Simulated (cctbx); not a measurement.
# A disordered crystal of nominal TmCo13

Cell a = 10.6050 Å, b = 10.6050 Å, c = 10.6050 Å, α = 90.00°, β = 90.00°, γ = 90.00°; space group Fm-3c (no. 226); nominal formula TmCo13.

Simulated single-crystal data (cctbx): Mo Kα, λ = 0.71073 Å, to d = 0.75 Å, 50 % of the full sphere, strongest reflection 20000 counts, noise from counting, a 3 % proportional error and a noise floor of 2 counts (s.d.); no absorption.

With every site full:

```text
Rint 0.024, 75 unique reflections to 0.76 A
cycle     R1     wR2    GooF  max shift (A)
   1  0.1431  0.3490  32.149   0.00151
   2  0.0368  0.1155  10.637   0.00000
final R1 0.0368 wR2 0.1155 GooF 10.637  parameters 8  data/parameter 9.4
atom        x        y        z      Ueq    occ   su(xyz)  su(Uiso or U11)
Tm1    0.75000  0.25000  0.75000   0.0075  1.000  0.00000  0.0009
Co2    0.00000  0.00000  0.00000   0.0006  1.000  0.00000  0.0014
Co3    0.17602  0.88704  0.00000   0.0015  1.000  0.00017  0.0011
difference map: max 2.65 min -3.69 rms 0.62
Q1    0.0000  0.1195  0.3445   96    2.68  0.23 A from Co3
Q2    0.0000  0.0000  0.0000    8    0.83  0.00 A from Co2
Q3    0.0000  0.0700  0.1956   96    0.52  1.42 A from Co3
Q4    0.0000  0.2500  0.2500   24    0.50  1.65 A from Co3
Q5    0.1570  0.2500  0.2500   48    0.39  0.99 A from Tm1
Q6    0.1944  0.1944  0.1944   64    0.31  1.02 A from Tm1
```

With the occupancies of the suspect sites free, each still typed as its main element:

```text
Rint 0.024, 75 unique reflections to 0.76 A
cycle     R1     wR2    GooF  max shift (A)
   1  0.0959  0.2598  24.297   0.00080
  20  0.0059  0.0123   1.147   0.00000
final R1 0.0059 wR2 0.0121 GooF 1.135  parameters 10  data/parameter 7.5
atom        x        y        z      Ueq    occ   su(xyz)  su(Uiso or U11)
Tm1    0.75000  0.25000  0.75000   0.0040  0.891  0.00000  0.0001
Co2    0.00000  0.00000  0.00000   0.0034  1.000  0.00000  0.0003
Co3    0.17597  0.88692  0.00000   0.0054  1.047  0.00002  0.0001
su of occupancy Tm1: 0.005
su of occupancy Co3: 0.005
difference map: max 0.43 min -0.21 rms 0.08
Q1    0.0000  0.0000  0.0000    8    0.43  0.00 A from Co2
Q2    0.0000  0.2500  0.2500   24    0.30  1.65 A from Co3
Q3    0.0743  0.2500  0.2500   48    0.26  1.83 A from Co3
Q4    0.0831  0.0831  0.0831   64    0.25  1.36 A from Co3
Q5    0.0000  0.0874  0.3702   96    0.22  0.56 A from Co3
Q6    0.0000  0.0867  0.1243   96    0.17  0.95 A from Co3
```

**Question.** What is the disorder?

X-rays count electrons. Tm1 refines to 0.891(0.005), or 61.5 electrons; the site truly holds 0.8 Tm and 0.2 Co, 60.6 electrons, which is 0.878 of Tm; Co3 refines to 1.047(0.005), or 28.3 electrons; the site truly holds 0.9833 Co and 0.0167 Tm, 27.7 electrons, which is 1.026 of Co. A value under 1 can't tell vacancies from a lighter guest, and one over 1 needs a heavier guest; chemistry or a second radiation must settle which. Occupancy correlates with U and the scale, and the two elements' form factors differ in shape, so the match is approximate.

Freeing them takes R1 from 0.0368 to 0.0059 and GooF from 10.64 to 1.14.

The model is made up (kin elements in a known structure type, no relaxation), so it says nothing on whether the phase exists.

[Middle refinement cycles are left out of these outputs.]

[Logs are printed without paths, hosts, clocks, repeated set-up lines and the standing remarks that a program may print on its own settings, such as how far it seeks lower states.]
